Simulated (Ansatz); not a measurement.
**CoH (Fm-3m): relaxing the cell for a phonon run**

Wanted: the relaxed cell of CoH (Fm-3m).

Method: DFT PBEsol, scalar-relativistic, plane waves, norm-conserving pseudopotentials, in Ansatz 0.2.0.

Most raw output is cut from this account.

**1. The structure**

The structure is cubic, space group Fm-3m (No. 225). Conventional cell: a = 3.686 Å, b = 3.686 Å, c = 3.686 Å, α = 90.00°, β = 90.00°, γ = 90.00°. Nearest to Co lie 6 H at 1.84 Å. Nearest to H lie 6 Co at 1.84 Å. Farther neighbours are not listed.

As a file:

```cif
data_structure
_symmetry_space_group_name_H-M 'Fm-3m'
_symmetry_Int_Tables_number 225
_cell_length_a 3.6859
_cell_length_b 3.6859
_cell_length_c 3.6859
_cell_angle_alpha 90.000
_cell_angle_beta 90.000
_cell_angle_gamma 90.000
_cell_volume 50.08
loop_
_atom_site_label
_atom_site_type_symbol
_atom_site_symmetry_multiplicity
_atom_site_Wyckoff_symbol
_atom_site_fract_x
_atom_site_fract_y
_atom_site_fract_z
_atom_site_occupancy
Co1 Co 4 a 0.00000 0.00000 0.00000 1
H1 H 4 b 0.50000 0.00000 0.00000 1
```

**2. A coarse first look**

A quick single point on a coarse mesh tells whether the cell has a gap and how far it is from rest, which sets the k mesh and smearing that follow.

input.yaml reads:

```yaml
crystal:
  lattice:
    - [0.0, 1.84296171, 1.84296171]
    - [1.84296171, 0.0, 1.84296171]
    - [1.84296171, 1.84296171, 0.0]
  atoms:
    - { symbol: Co, position: [0.0, 0.0, 0.0], spin: 3.0 }
    - { symbol: H, position: [0.5, 0.5, 0.5] }
kpoints:
  mp_grid: { grid: [8, 8, 8] }
hamiltonian:
  xc: pbesol
  pseudopotentials: { kind: nc }
scf:
  occupations: { method: gaussian, width: 0.1 }
  lower_state_search: "off"
output:
  forces: true
  stress: true
  eigenvalues: true
  populations: true
magnetization:
  spin_polarized: true
```

Started as:

```sh
$ ansatz run input.yaml --threads 4 --pin off --max-ram 7168MiB --backend cpu --events-out ev --progress --plain --runs-dir out
```

Run time: 1.8 s. Hardware: 4 threads of Arm Neoverse V2, shared host; peak memory 0.3 GiB.

Numbers from this step:

```
magnetization          : 1.181 μB
absolute magnetization : 1.306 μB
site moments           : 1.172, -0.02183 μB
pressure               : -6.178 GPa
volume per atom        : 6.260 Å³
gap on the k-mesh      : 0 eV
```

The coarse mesh shows no gap and a pressure of -6.2 GPa.

**3. Bringing the structure to rest**

Harmonic phonons are second derivatives at a point where the forces vanish, and they are wanted at zero stress, so atoms and cell are relaxed first.

input.yaml, the sections that differ from step 2:

```yaml
crystal:
  lattice:
    - [0.0, 1.84296171, 1.84296171]
    - [1.84296171, 0.0, 1.84296171]
    - [1.84296171, 1.84296171, 0.0]
  atoms:
    - { symbol: Co, position: [0.0, 0.0, 0.0], spin: 1.29 }
    - { symbol: H, position: [0.5, 0.5, 0.5] }
kpoints:
  mp_grid: { grid: [18, 18, 18] }
scf:
  occupations: { method: gaussian, width: 0.1 }
relax:
  adjacent_minimum: "off"
  f_tol: 0.005
  max_steps: 80
  cell: { stress_tol: 0.05 }
# hamiltonian, output, magnetization: as in step 2
```

Elapsed: 22 s, on 4 threads; peak memory 0.52 GiB; 85 s of CPU time.

Relaxation path:

```
step  energy less that of the first step (eV)  largest force component (eV/Å)  pressure (GPa)  volume (Å³)
   1                                   0.0000                          0.0000           -6.72        12.52
   2                                  -0.0070                          0.0000           -2.69        12.29
   3                                  -0.0083                          0.0000            0.16        12.14
   4                                  -0.0083                          0.0000            0.00        12.14
  5*                                  -0.0081                          0.0000           -0.03        12.14
```

Relaxation steps marked * repeat the geometry before them on a plane-wave basis chosen anew for their cell, so energy and pressure can jump there.

Forces are held to the 48 operations that the run works with; a distortion that breaks them can't arise in this run.

```
conventional cell, symmetrised  before  after  change
                         a (Å)   3.686  3.649  -1.0 %
                         b (Å)   3.686  3.649  -1.0 %
                         c (Å)   3.686  3.649  -1.0 %
              volume (Å³/atom)    6.26   6.07  -3.0 %
```

The relaxed structure:

```cif
data_structure
_symmetry_space_group_name_H-M 'P 1'
_symmetry_Int_Tables_number 1
_cell_length_a 2.5801
_cell_length_b 2.5801
_cell_length_c 2.5801
_cell_angle_alpha 60.000
_cell_angle_beta 60.000
_cell_angle_gamma 60.000
_cell_volume 12.14
loop_
_atom_site_label
_atom_site_type_symbol
_atom_site_fract_x
_atom_site_fract_y
_atom_site_fract_z
_atom_site_occupancy
Co1 Co 0.00000 0.00000 0.00000 1
H2 H 0.50000 0.50000 0.50000 1
```

Numbers from this step:

```yaml
magnetization: 1.127 μB
absolute_magnetization: 1.246 μB
site_moments: 1.116, -0.02054 μB
pressure: -0.03048 GPa
volume_per_atom: 6.072 Å³
```

In this step the volume went from 6.26 to 6.07 Å³/atom.

**4. Tight relaxation**

Phonons need a cell at rest on their own settings, so the relaxation is repeated with tight tolerances on forces and stress on the k mesh and occupations of the first response run.

input.yaml reads:

```yaml
crystal:
  lattice:
    - [0.0, 1.8244078336, 1.8244078336]
    - [1.8244078336, 0.0, 1.8244078336]
    - [1.8244078336, 1.8244078336, 0.0]
  atoms:
    - { symbol: Co, position: [0.0, 0.0, 0.0], spin: 1.23 }
    - { symbol: H, position: [0.5, 0.5, 0.5] }
kpoints:
  mp_grid: { grid: [20, 20, 20] }
hamiltonian:
  xc: pbesol
  pseudopotentials: { kind: nc }
scf:
  occupations: { method: gaussian, width: 0.15 }
output:
  forces: true
  stress: true
  eigenvalues: true
  populations: true
  write_density: true
  write_potential: true
  elf: true
  volumetric_format: npy
magnetization:
  spin_polarized: true
relax:
  adjacent_minimum: "off"
  f_tol: 0.001
  max_steps: 60
  cell: { stress_tol: 0.01 }
```

The job ended after 23 s (4 threads; peak memory 0.58 GiB).

Little changed from the start: no atom moved by 0.005 Å and no cell edge by 0.1 %.

Numbers from this step:

```
magnetization          : 1.136 μB
absolute magnetization : 1.254 μB
site moments           : 1.124, -0.02019 μB
pressure               : 0.001868 GPa
volume per atom        : 6.076 Å³
```

Spin density in the ac plane of the conventional cell at fractional y = 0.000, with atoms of Co and H within 0.2 Å of it.

Values in e/Å³, 14 rows by 14 columns, each cell a mean:
```
0.9 1.2 0.4 0.1 0.0 0.0 0.0 0.0 0.0 0.0 0.0 0.1 0.7 1.2
0.8 0.6 0.2 0.0 0.0 0.0 0.0 0.0 0.0 0.0 0.0 0.1 0.3 0.7
0.1 0.1 0.0 0.0 0.0 0.0 0.0 0.0 0.0 0.0 0.0 0.0 0.1 0.1
0.0 0.0 0.0 0.0 0.0 0.0 0.1 0.1 0.0 0.0 0.0 0.0 0.0 0.0
0.0 0.0 0.0 0.0 0.0 0.2 0.4 0.4 0.3 0.1 0.0 0.0 0.0 0.0
0.0 0.0 0.0 0.0 0.1 0.6 1.2 1.0 1.1 0.3 0.0 0.0 0.0 0.0
0.0 0.0 0.0 0.0 0.1 0.8 0.9 0.1 1.0 0.4 0.1 0.0 0.0 0.0
0.0 0.0 0.0 0.0 0.1 0.7 1.2 0.9 1.2 0.4 0.1 0.0 0.0 0.0
0.0 0.0 0.0 0.0 0.1 0.3 0.7 0.8 0.6 0.2 0.0 0.0 0.0 0.0
0.0 0.0 0.0 0.0 0.0 0.1 0.1 0.1 0.1 0.0 0.0 0.0 0.0 0.0
0.1 0.0 0.0 0.0 0.0 0.0 0.0 0.0 0.0 0.0 0.0 0.0 0.0 0.1
0.4 0.3 0.1 0.0 0.0 0.0 0.0 0.0 0.0 0.0 0.0 0.0 0.2 0.4
1.0 1.1 0.3 0.0 0.0 0.0 0.0 0.0 0.0 0.0 0.0 0.1 0.6 1.2
0.1 1.0 0.4 0.1 0.0 0.0 0.0 0.0 0.0 0.0 0.0 0.1 0.8 0.9
```
Columns run along a (3.6 Å), rows up along c (3.6 Å), edges of the conventional cell, whose origin can differ from the input's. Atoms in or near the plane, at fractional coordinates: Co at (0.00, 0.00), Co at (0.50, 0.50), H at (0.50, 0.00), H at (0.00, 0.50).

ELF in the ac plane of the conventional cell at fractional y = 0.000, with atoms of Co and H within 0.2 Å of it. It is the smooth field of the valence electrons, not physical close to the nuclei.

Ten even steps from '_' (0.19) to '@' (0.96), each cell a mean:
```
==**==__..++%%@@##--__..++++
**++..__..--++++==::____--++
..________........________..
____________________________
----::____..====--..____::--
%%##--____++**++++--__..==##
@@%%--__..**==__++==__..++@@
@@##--__..++++==**==__..++%%
++==::____--++**++..__..--++
....________....________....
____________________________
==--..____::------::____..==
++++--__..==##%%##--____++**
__++==__..++@@@@%%--__..**==
```
Columns run along a (3.6 Å), rows up along c (3.6 Å), edges of the conventional cell, whose origin can differ from the input's. Atoms in or near the plane, at fractional coordinates: Co at (0.00, 0.00), Co at (0.50, 0.50), H at (0.50, 0.00), H at (0.00, 0.50).

Electrostatic potential energy in the ac plane of the conventional cell at fractional y = 0.000, with atoms of Co and H within 0.2 Å of it. With pseudopotentials it is smooth inside the atoms' cores, unlike the true potential.

Ten even steps from '_' (-154 eV) to '@' (17 eV), each cell a mean:
```
__--##@@@@@@%%%%@@@@@@@@**::
++**%%@@@@@@@@@@@@@@@@@@%%**
%%@@@@@@@@@@@@@@@@@@@@@@@@@@
@@@@@@@@@@@@@@@@@@@@@@@@@@@@
@@@@@@@@@@%%####%%@@@@@@@@@@
%%@@@@@@@@**--::==%%@@@@@@@@
##%%@@@@%%++____::##@@@@@@%%
%%@@@@@@@@**::__--##@@@@@@%%
@@@@@@@@@@%%**++**%%@@@@@@@@
@@@@@@@@@@@@@@%%@@@@@@@@@@@@
@@@@@@@@@@@@@@@@@@@@@@@@@@@@
##%%@@@@@@@@@@@@@@@@@@@@%%##
::==%%@@@@@@@@%%@@@@@@@@**--
__::##@@@@@@%%##%%@@@@%%++__
```
Columns run along a (3.6 Å; values clipped at the 3rd and 97th percentile), rows up along c (3.6 Å), edges of the conventional cell, whose origin can differ from the input's. Atoms in or near the plane, at fractional coordinates: Co at (0.00, 0.00), Co at (0.50, 0.50), H at (0.50, 0.00), H at (0.00, 0.50).

The forces vanish by symmetry and the pressure is 0.002 GPa, within the tolerances set. The cell now holds 6.08 Å³/atom.

**5. Outcome**

```json
{
 "space group after relaxation (within 0.01 Å)": "Fm-3m",
 "lattice constant a": "3.650 Å",
 "lattice constant b": "3.650 Å",
 "lattice constant c": "3.650 Å",
 "volume per atom": "6.08 Å³"
}
```

In words: The forces vanish by symmetry and the pressure is 0.002 GPa, within the tolerances set. The cell now holds 6.08 Å³/atom. The relaxation keeps the symmetry of its start, so it says nothing on stability against lower symmetry. The magnetic state is the one that the run reached from its starting moments; a lower one was not ruled out.

[Logs are printed without paths, hosts, clocks, repeated set-up lines and the standing remarks that a program may print on its own settings, such as how far it seeks lower states.]

[Hosts, paths, dates, database ids (printed as entryN), source tags and the programs' standing remarks are cut or masked in the printed files.]
